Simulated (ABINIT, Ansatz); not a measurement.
**Quasiparticle gap of Be3N2 (R3m) in ABINIT**

How does a plane-wave GW calculation on Be3N2 (R3m) run from the first input to the gap?

Program: ABINIT 10.8.3. Level of theory: LDA and many-body steps on it, plane waves. Results are calculated unless marked as measured.

## 1. Set-up

It takes space group R3m (No. 160, trigonal). Conventional cell: a = 2.840 Å, b = 2.840 Å, c = 14.599 Å, α = 90.00°, β = 90.00°, γ = 120.00°. Be has 3 N at 1.65 Å nearest. Be has 4 N at 1.66 to 1.84 Å nearest. Nearest to Be lie 4 N at 1.68 to 1.78 Å. Nearest to N lie 5 Be at 1.65 to 1.68 Å. Nearest to N lie 6 Be at 1.78 to 1.84 Å. Farther neighbours and most contacts between anions are not listed.

The cell and positions are those that the Materials Project relaxed with its own functionals (PBE, PBE+U or r2SCAN), kept fixed.

## 2. Ground state

This step: ABINIT 10.8.3; DFT, LDA, plane waves, norm-conserving pseudopotentials.

The ground-state density comes first.

run.abi

```
acell 3*1.0 Angstrom
rprim 
  1.419805055509 0.819724830995 4.866215662800
  -1.419805055509 0.819724830995 4.866215662800
  -0.000000000000 -1.639449661990 4.866215662800
ntypat 2
znucl 4 7
natom 5
typat 1 1 1 2 2
xred 
  0.859001080000 0.859001080000 0.859001080000
  0.317694560000 0.317694560000 0.317694560000
  0.088806770000 0.088806770000 0.088806770000
  0.204162680000 0.204162680000 0.204162680000
  0.708434910000 0.708434910000 0.708434910000
pp_dirpath "pseudos"
pseudos "Be.upf, N.upf"
ecut 38
ngkpt 8 8 8
nshiftk 1
shiftk 0 0 0
kptopt 1
chksymbreak 0
nband 17
occopt 1
tolvrs 1e-10
nstep 60
prtwf 0
optforces 0
optstress 0
indata_prefix "in"
outdata_prefix "out"
tmpdata_prefix "tmp"
```

On the command line:

```sh
> OMP_NUM_THREADS=1 mpirun -n 4 abinit run.abi > log
```

Numbers of over 12 decimals in the logs are rounded to 6 here.

The program printed:

```text
.Version 10.8.3 of ABINIT. v10.8.2 released Aug 2026.

 Symmetries : space group R3 m (#160); Bravais hR (rhombohedral)
================================================================================
 Values of the parameters that define the memory need of the present run
     intxc =       0    ionmov =       0      iscf =       7    lmnmax =       4
     lnmax =       4     mgfft =      54  mpssoang =       2    mqgrid =    3001
     natom =       5  nloc_mem =       1    nspden =       1   nspinor =       1
    nsppol =       1      nsym =       6    n1xccc =    2501    ntypat =       2
    occopt =       1   xclevel =       1
-    mband =          17        mffmem =           1         mkmem =          17
       mpw =        2596          nfft =      157464          nkpt =          65
================================================================================
  Rough estimation (10% accuracy) of disk space for files :
================================================================================

--------------------------------------------------------------------------------
------------- Echo of variables that govern the present computation ------------
--------------------------------------------------------------------------------
 -outvars: echo values of preprocessed input variables --------
            acell      1.8897261259E+00  1.8897261259E+00  1.8897261259E+00 Bohr

      chksymbreak           0
             ecut      3.80000000E+01 Hartree
-          fftalg         312

              ixc       -1012
              kpt      0.00000000E+00  0.00000000E+00  0.00000000E+00
                       1.25000000E-01  0.00000000E+00  0.00000000E+00
                       2.50000000E-01  0.00000000E+00  0.00000000E+00
                       3.75000000E-01  0.00000000E+00  0.00000000E+00
                       5.00000000E-01  0.00000000E+00  0.00000000E+00
                       1.25000000E-01  1.25000000E-01  0.00000000E+00
                       2.50000000E-01  1.25000000E-01  0.00000000E+00
                       3.75000000E-01  1.25000000E-01  0.00000000E+00
                       5.00000000E-01  1.25000000E-01  0.00000000E+00
   [... 39 further rows ...]
                       5.00000000E-01  2.50000000E-01  2.50000000E-01
                      -3.75000000E-01  2.50000000E-01  2.50000000E-01
                       outvar_i_n : Printing only first  50 k-points.
         kptrlatt        8    0    0      0    8    0      0    0    8
          kptrlen      4.29286833E+01
P           mkmem          17
            natom           5
            nband          17
            ngfft          54      54      54
             nkpt          65
            nstep          60
             nsym           6
           ntypat           2
              occ      2.000000  2.000000  2.000000  2.000000  2.000000  2.000000
                       2.000000  2.000000  2.000000  2.000000  2.000000  0.000000
                       0.000000  0.000000  0.000000  0.000000  0.000000
        optforces           0
        optstress           0
            prtwf           0
            rprim      1.4198050555E+00  8.1972483100E-01  4.8662156628E+00
[...]
spgroup         160

           tolvrs      1.00000000E-10

             xred      8.5900108000E-01  8.5900108000E-01  8.5900108000E-01
[...]
znucl        4.00000    7.00000

================================================================================

 chkinp: Checking input parameters for consistency.

================================================================================
== DATASET  1 ==================================================================
-   mpi_nproc: 4, omp_nthreads: 1 (-1 if OMP is not activated)

--- !DatasetInfo
iteration_state: {dtset: 1, }
dimensions: {natom: 5, nkpt: 65, mband: 17, nsppol: 1, nspinor: 1, nspden: 1, mpw: 2596, }
cutoff_energies: {ecut:  38.0, pawecutdg:  -1.0, }
electrons: {nelect:   2.20000000E+01, charge:   0.00000000E+00, occopt:   1.00000000E+00, tsmear:   1.00000000E-02, }

 Real(R)+Recip(G) space primitive vectors, cartesian coordinates (Bohr,Bohr^-1):
 R(1)=  2.6830427  1.5490554  9.1958149  G(1)=  0.1863556  0.1075924  0.0362484
 R(2)= -2.6830427  1.5490554  9.1958149  G(2)= -0.1863556  0.1075924  0.0362484
 R(3)=  0.0000000 -3.0981109  9.1958149  G(3)=  0.0000000 -0.2151849  0.0362484
 Unit cell volume ucvol=  2.2931687E+02 bohr^3
 Angles (23,13,12)=  3.21025619E+01  3.21025619E+01  3.21025619E+01 degrees

 getcut: wavevector=  0.0000  0.0000  0.0000  ngfft=  54  54  54
         ecut(hartree)=     38.000   => boxcut(ratio)=   2.00551

--- Pseudopotential description ------------------------------------------------
- Be Generated using ONCVPSP code by D. R. Hamann
-  4.00000   4.00000  180309                  znucl, zion, pspdat
12 -1012 1 -1 1358                            pspcod,pspxc,lmax,lloc,mmax
     nproj     2     2
  pspatm : epsatm=    2.74190561
         --- l  ekb(1:nproj) -->
[...]
pspatm: atomic psp has been read  and splines computed

- N Generated using ONCVPSP code by D. R. Hamann
-  7.00000   5.00000  180309                  znucl, zion, pspdat
12 -1012 1 -1 1058                            pspcod,pspxc,lmax,lloc,mmax
     nproj     2     2
  pspatm : epsatm=    5.30777321
         --- l  ekb(1:nproj) -->
[...]
pspatm: atomic psp has been read  and splines computed

   4.14507792E+02                                ecore*ucvol(ha*bohr**3)
--------------------------------------------------------------------------------

_setup2: Arith. and geom. avg. npw (full set) are    2566.232    2566.209

================================================================================

--- !BeginCycle
iteration_state: {dtset: 1, }
solver: {iscf: 7, nstep: 60, nline: 4, wfoptalg: 0, }
tolerances: {tolvrs: 1.00E-10, }

     iter   Etot(hartree)      deltaE(h)  residm     vres2
 ETOT  1  -62.195170945052    -6.220E+01 1.351E-01 2.015E+03
 ETOT  2  -62.294036305139    -9.887E-02 4.524E-02 1.274E+03
 ETOT  3  -62.433235776998    -1.392E-01 1.184E-02 1.057E+01
 ETOT  4  -62.433920094443    -6.843E-04 2.724E-03 1.832E+00
 ETOT  5  -62.433982515680    -6.242E-05 1.833E-03 7.340E-02
 ETOT  6  -62.433988803816    -6.288E-06 1.445E-03 2.371E-02
 ETOT  7  -62.433989372925    -5.691E-07 2.548E-04 2.202E-04
 ETOT  8  -62.433989380447    -7.523E-09 5.422E-04 2.317E-06
 ETOT  9  -62.433989380532    -8.470E-11 7.266E-05 2.390E-08
 ETOT 10  -62.433989380533    -7.532E-13 1.734E-04 3.201E-10
 ETOT 11  -62.433989380533    -2.132E-14 2.224E-05 7.054E-12

 At SCF step   11       vres2   =  7.05E-12 < tolvrs=  1.00E-10 =>converged.

--- !ResultsGS
iteration_state: {dtset: 1, }
comment   : Summary of ground state results
lattice_vectors:
- [  2.6830427,   1.5490554,   9.1958149, ]
- [ -2.6830427,   1.5490554,   9.1958149, ]
- [ -0.0000000,  -3.0981109,   9.1958149, ]
lattice_lengths: [   9.70367,    9.70367,    9.70367, ]
lattice_angles: [ 32.103,  32.103,  32.103, ] # degrees, (23, 13, 12)
lattice_volume:   2.2931687E+02
convergence: {deltae: -2.132E-14, res2:  7.054E-12, residm:  2.224E-05, diffor:  0.000E+00, }
etotal    :  -6.24339894E+01
entropy   :   0.00000000E+00
fermie    :   2.18036431E-01
cartesian_stress_tensor: null
pressure_GPa: null
xred      :
- [  8.5900E-01,   8.5900E-01,   8.5900E-01, Be]
- [  3.1769E-01,   3.1769E-01,   3.1769E-01, Be]
- [  8.8807E-02,   8.8807E-02,   8.8807E-02, Be]
- [  2.0416E-01,   2.0416E-01,   2.0416E-01,  N]
- [  7.0843E-01,   7.0843E-01,   7.0843E-01,  N]
cartesian_forces: null
force_length_stats: {min: null, max: null, mean: null, }

 Integrated electronic density in atomic spheres:
 ------------------------------------------------
 Atom  Sphere_radius  Integrated_density
[...]
================================================================================

 ----iterations are completed or convergence reached----

 Mean square residual over all n,k,spin=   60.366E-09; max=  22.238E-06
 reduced coordinates (array xred) for    5 atoms
       0.859001080000      0.859001080000      0.859001080000
       0.317694560000      0.317694560000      0.317694560000
       0.088806770000      0.088806770000      0.088806770000
       0.204162680000      0.204162680000      0.204162680000
       0.708434910000      0.708434910000      0.708434910000
 rms dE/dt=  0.0000E+00; max dE/dt=  0.0000E+00; dE/dt below (all hartree)
    1       0.000000000000      0.000000000000      0.000000000000
    2       0.000000000000      0.000000000000      0.000000000000
    3       0.000000000000      0.000000000000      0.000000000000
    4       0.000000000000      0.000000000000      0.000000000000
    5       0.000000000000      0.000000000000      0.000000000000

 cartesian coordinates (angstrom) at end:
    1      0.000000    -0.000000    12.540254
    2      0.000000    -0.000000     4.637911
    3     -0.000000     0.000000     1.296459
    4     -0.000000     0.000000     2.980499
    5      0.000000     0.000000    10.342191
 length scales=  1.889726125908  1.889726125908  1.889726125908 bohr
              =  1.000000000000  1.000000000000  1.000000000000 angstroms
 prteigrs : about to open file out_EIG
 Fermi (or HOMO) energy (hartree) =   0.21804   Average Vxc (hartree)=  -0.44517
 Eigenvalues (hartree) for nkpt=  65  k points:
 kpt#   1, nband= 17, wtk=  0.00195, kpt=  0.0000  0.0000  0.0000 (reduced coord)
  -3.34903   -3.34347   -3.29904   -0.37822   -0.29671   -0.06072    0.17390    0.17390
   0.20138    0.21804    0.21804    0.44352    0.50542    0.51990    0.51990    0.61112
   0.64400
 prteigrs : prtvol=0 or 1, do not print more k-points.

--- !EnergyTerms
iteration_state     : {dtset: 1, }
comment             : Components of total free energy in Hartree
kinetic             :  4.05670707121431E+01
hartree             :  1.01646024838959E+01
xc                  : -1.32469206557528E+01
Ewald energy        : -3.69375603529763E+01
psp_core            :  1.80757649260508E+00
local_psp           : -3.75791148171095E+01
non_local_psp       : -2.72096432433385E+01
total_energy        : -6.24339893805329E+01
total_energy_eV     : -1.69891539991116E+03
band_energy         : -2.00982952726327E+01

== END DATASET(S) ==============================================================
================================================================================

 -outvars: echo values of variables after computation  --------
           etotal     -6.2433989381E+01
            nband          17
             nkpt          65
          spgroup         160
 [... the other variables as echoed above ...]

 Calculation completed.
```

Wall time 97 s (4 MPI ranks of Arm Neoverse N1, shared host); peak memory 0.42 GiB; 6.5 min of CPU time.

This step gave:

```yaml
total_energy: -1698.9154 eV
gap: 2.731 eV
k_of_the_valence_top: 0, 0, 0
k_of_the_conduction_bottom: 0.5, 0.5, 0
least_direct_gap: 3.792 eV
```

The gap is indirect, with the least direct gap 1.06 eV higher.

(Part 1 of 3 ends here.)

[Paths, hosts, dates, memory and timing lines, banners, echoed tables and standing remarks are left out of the program output.]

[Logs are printed without paths, hosts, clocks, repeated set-up lines and the standing remarks that a program may print on its own settings, such as how far it seeks lower states.]

[Runs of the session that timed out or met a known fault of the program may be left out.]

[Hosts, paths, dates, database ids (printed as entryN), source tags and the programs' standing remarks are cut or masked in the printed files.]

[G0W0 gaps are taken among the corrected bands and points alone; a level outside them can change the order at an edge.]

[Where Ansatz stands beside ABINIT at settings called matched, ABINIT's density can come from a denser mesh and the files from another edition; pairs whose starting gaps differed by over 0.03 eV were left out, so agreement reads better than it is.]
